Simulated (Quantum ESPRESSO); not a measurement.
# CdSe (F-43m): phonon frequency against volume, with a fit

Wanted: a fit of frequency against volume for CdSe (F-43m), tested on a run that is left out of it.

Calculated with Quantum ESPRESSO 7.5; DFT LDA, scalar-relativistic, plane waves, GBRV ultrasoft pseudopotentials.

**1. The relaxed structure**

The structure is cubic, space group F-43m (No. 216). Conventional cell: a = 5.997 Å, b = 5.997 Å, c = 5.997 Å, α = 90.00°, β = 90.00°, γ = 90.00°. Nearest to Cd lie 4 Se at 2.60 Å. Se has 4 Cd at 2.60 Å nearest. Farther neighbours and most contacts between anions are not listed.

As a file:

```xyz
2
Lattice="-2.9983 0.0000 2.9983 0.0000 2.9983 2.9983 -2.9983 2.9983 0.0000" Properties=species:S:1:pos:R:3 pbc="T T T"
Cd    0.0000    0.0000    0.0000
Se   -4.4975    4.4975    4.4975
```

This is the cell after its relaxation at this level of theory, not the database cell from which that began.

**2. Runs at several volumes**

The relaxed cell is scaled uniformly; in this structure symmetry fixes all atoms, so nothing has to be relaxed anew. Each volume gets a ground state and a response at Γ. The mode followed is the highest one without the macroscopic field, of symmetry T2; longitudinal polar modes lie higher. Cutoff 50 Ry, k mesh 10×10×10.

From the response at V/V₀ = 0.94:

The program printed:

```text
[banners, grids, parts of the stress and lines that vanish by symmetry left out]
Program PHONON v.7.5
     Reading xml data from directory:

[...]
Exchange-correlation= PZ
                           (   1   1   0   0   0   0   0)
[...]
kinetic-energy cut-off    =      50.0000  Ry
     charge density cut-off    =     400.0000  Ry
     convergence threshold     =      1.0E-18
[...]
Exchange-correlation= PZ
                           (   1   1   0   0   0   0   0)
[...]
q = (   0.0000000   0.0000000   0.0000000 )
     25 Sym.Ops. (with q -> -q+G )
     G cutoff = 1248.5546  (  45911 G-vectors)     FFT grid: ( 50, 50, 50)
     G cutoff =  624.2773  (  16361 G-vectors)  smooth grid: ( 36, 36, 36)
     number of k points=    47
[...]
Mode symmetry, T_d (-43m)  point group:
[...]
Dielectric constant
[...]
End of electric fields calculation
          Dielectric constant in cartesian axis
          (      12.795392714      -0.000000000      -0.000000000 )
          (      -0.000000000      12.795392714       0.000000000 )
          (      -0.000000000       0.000000000      12.795392714 )
          Effective charges (d Force / dE) in cartesian axis without acoustic sum rule applied (asr)
           atom    1  Cd    Mean Z*:        2.18606
      Ex  (        2.18606       -0.00000        0.00000 )
      Ey  (        0.00000        2.18606        0.00000 )
      Ez  (       -0.00000       -0.00000        2.18606 )
           atom    2  Se    Mean Z*:       -2.21826
      Ex  (       -2.21826       -0.00000        0.00000 )
      Ey  (       -0.00000       -2.21826        0.00000 )
      Ez  (        0.00000        0.00000       -2.21826 )
          Effective charges Sum: Mean:       -0.03219
[...]
Effective charges (d Force / dE) in cartesian axis with asr applied:
           atom    1  Cd    Mean Z*:        2.20216
[...]
atom    2  Se    Mean Z*:       -2.20216
[...]
Representation #   1 modes #   1   2   3
[...]
End of self-consistent calculation
     Convergence has been achieved
     Representation #   2 modes #   4   5   6
[...]
End of self-consistent calculation
     Convergence has been achieved
[...]
Dielectric constant in cartesian axis
          (      12.795392714      -0.000000000      -0.000000000 )
          (      -0.000000000      12.795392714       0.000000000 )
          (      -0.000000000       0.000000000      12.795392714 )
          Effective charges (d Force / dE) in cartesian axis without acoustic sum rule applied (asr)
           atom    1  Cd    Mean Z*:        2.18606
      Ex  (        2.18606       -0.00000        0.00000 )
      Ey  (        0.00000        2.18606        0.00000 )
      Ez  (       -0.00000       -0.00000        2.18606 )
           atom    2  Se    Mean Z*:       -2.21826
      Ex  (       -2.21826       -0.00000        0.00000 )
      Ey  (       -0.00000       -2.21826        0.00000 )
      Ez  (        0.00000        0.00000       -2.21826 )
          Effective charges Sum: Mean:       -0.03219
[...]
Effective charges (d Force / dE) in cartesian axis with asr applied:
           atom    1  Cd    Mean Z*:        2.20216
[...]
atom    2  Se    Mean Z*:       -2.20216
[...]
q = (    0.000000000   0.000000000   0.000000000 )
[...]
freq (    1) =      -0.202202 [THz] =      -6.744739 [cm-1]
     freq (    2) =      -0.202202 [THz] =      -6.744739 [cm-1]
     freq (    3) =      -0.202202 [THz] =      -6.744739 [cm-1]
     freq (    4) =       5.948875 [THz] =     198.433094 [cm-1]
     freq (    5) =       5.948875 [THz] =     198.433094 [cm-1]
     freq (    6) =       5.948875 [THz] =     198.433094 [cm-1]
[...]
Mode symmetry, T_d (-43m)  point group:
     freq (   1-   3) =         -6.7  [cm-1]   --> T_2  G_15 P_4   I+R
     freq (   4-   6) =        198.4  [cm-1]   --> T_2  G_15 P_4   I+R

   JOB DONE.
```

One volume, V/V₀ = 1.03, is held back as a test.

| V/V₀ | volume (Å³/atom) | pressure (GPa) | ω (cm⁻¹) |
| --- | --- | --- | --- |
| 0.94 | 25.338 | 4.60 | 198.43 |
| 0.97 | 26.147 | 2.25 | 188.07 |
| 1 | 26.955 | 0.27 | 178.26 |
| 1.03 | 27.764 | -1.40 | held back |
| 1.06 | 28.573 | -2.81 | 160.22 |

**3. The fit**

The mode Grüneisen parameter is γ = −d ln ω / d ln V.

```
ln(V/V₀)    ln ω
 -0.0619  5.2904
 -0.0305  5.2368
  0.0000  5.1832
  0.0583  5.0765
```

A straight line through these points has the slope -1.783, so γ = 1.78; at V/V₀ = 1.03 it predicts ω = exp(5.1816 − 0.0527) = 168.82 cm⁻¹.

A parabola of pressure against ln V through V/V₀ = 0.97, 1 and 1.03 gives the bulk modulus B = −dP/d ln V = 61 GPa at V₀. With ω₀ from the fitted line the pressure coefficient follows as dω/dP = γ ω₀ / B = 1.78 × 178.0 / 61 = 5.23 cm⁻¹/GPa.

**4. The run that was held back**

The program printed:

```text
[banners, grids, parts of the stress and lines that vanish by symmetry left out]
[banner, memory and clock lines left out]
Program PHONON v.7.5

[...]
Exchange-correlation= PZ
                           (   1   1   0   0   0   0   0)
[...]
kinetic-energy cut-off    =      50.0000  Ry
     charge density cut-off    =     400.0000  Ry
     convergence threshold     =      1.0E-18
[...]
Exchange-correlation= PZ
                           (   1   1   0   0   0   0   0)
[...]
q = (   0.0000000   0.0000000   0.0000000 )
     25 Sym.Ops. (with q -> -q+G )
     G cutoff = 1327.0291  (  50629 G-vectors)     FFT grid: ( 54, 54, 54)
     G cutoff =  663.5145  (  17933 G-vectors)  smooth grid: ( 40, 40, 40)
     number of k points=    47
[...]
Mode symmetry, T_d (-43m)  point group:
[...]
Dielectric constant
[...]
End of electric fields calculation
          Dielectric constant in cartesian axis
          (      23.834624821       0.000000000      -0.000000000 )
          (       0.000000000      23.834624821      -0.000000000 )
          (       0.000000000      -0.000000000      23.834624821 )
          Effective charges (d Force / dE) in cartesian axis without acoustic sum rule applied (asr)
           atom    1  Cd    Mean Z*:        2.39368
      Ex  (        2.39368       -0.00000       -0.00000 )
      Ey  (       -0.00000        2.39368        0.00000 )
      Ez  (       -0.00000       -0.00000        2.39368 )
           atom    2  Se    Mean Z*:       -2.44353
      Ex  (       -2.44353        0.00000       -0.00000 )
[...]
Representation #   1 modes #   1   2   3
[...]
End of self-consistent calculation
     Convergence has been achieved
     Representation #   2 modes #   4   5   6
[...]
End of self-consistent calculation
     Convergence has been achieved
[...]
Dielectric constant in cartesian axis
          (      23.834624821       0.000000000      -0.000000000 )
          (       0.000000000      23.834624821      -0.000000000 )
          (       0.000000000      -0.000000000      23.834624821 )
          Effective charges (d Force / dE) in cartesian axis without acoustic sum rule applied (asr)
           atom    1  Cd    Mean Z*:        2.39368
      Ex  (        2.39368       -0.00000       -0.00000 )
      Ey  (       -0.00000        2.39368        0.00000 )
      Ez  (       -0.00000       -0.00000        2.39368 )
           atom    2  Se    Mean Z*:       -2.44353
      Ex  (       -2.44353        0.00000       -0.00000 )
      Ey  (        0.00000       -2.44353        0.00000 )
      Ez  (       -0.00000        0.00000       -2.44353 )
          Effective charges Sum: Mean:       -0.04984
[...]
Effective charges (d Force / dE) in cartesian axis with asr applied:
           atom    1  Cd    Mean Z*:        2.41860
[...]
atom    2  Se    Mean Z*:       -2.41860
[...]
q = (    0.000000000   0.000000000   0.000000000 )
[...]
freq (    1) =      -0.236416 [THz] =      -7.885991 [cm-1]
     freq (    2) =      -0.236416 [THz] =      -7.885991 [cm-1]
     freq (    3) =      -0.236416 [THz] =      -7.885991 [cm-1]
     freq (    4) =       5.064811 [THz] =     168.943904 [cm-1]
     freq (    5) =       5.064811 [THz] =     168.943904 [cm-1]
     freq (    6) =       5.064811 [THz] =     168.943904 [cm-1]
[...]
Mode symmetry, T_d (-43m)  point group:
     freq (   1-   3) =         -7.9  [cm-1]   --> T_2  G_15 P_4   I+R
     freq (   4-   6) =        168.9  [cm-1]   --> T_2  G_15 P_4   I+R
```

It gives 168.94 cm⁻¹ against the predicted 168.82 cm⁻¹, a miss of 0.1 cm⁻¹.

**5. Summary of results**

| Property | Result |
| --- | --- |
| mode Grüneisen parameter | 1.783 |
| bulk modulus | 60.7 GPa |
| pressure coefficient | 5.23 cm⁻¹/GPa |

In words: The highest optical mode of CdSe (F-43m) without the LO-TO term stiffens by 5.23 cm⁻¹ a GPa near the relaxed volume, with γ = 1.78. The power law meets all 5 runs within 0.17 %; between neighbouring volumes γ runs from 1.71 to 1.85. Such a coefficient turns a measured shift of this mode into a hydrostatic stress; uniaxial or biaxial stress splits the mode and needs deformation potentials. These are harmonic values at zero temperature for the structure held cubic, which a run at Γ can't show to be stable; the bulk modulus rests on three points.

[Host names and launcher messages were left out of these logs when they were recorded.]

[Logs are printed without paths, hosts, clocks, repeated set-up lines and the standing remarks that a program may print on its own settings, such as how far it seeks lower states.]

[Hosts, paths, dates, database ids (printed as entryN), source tags and the programs' standing remarks are cut or masked in the printed files.]
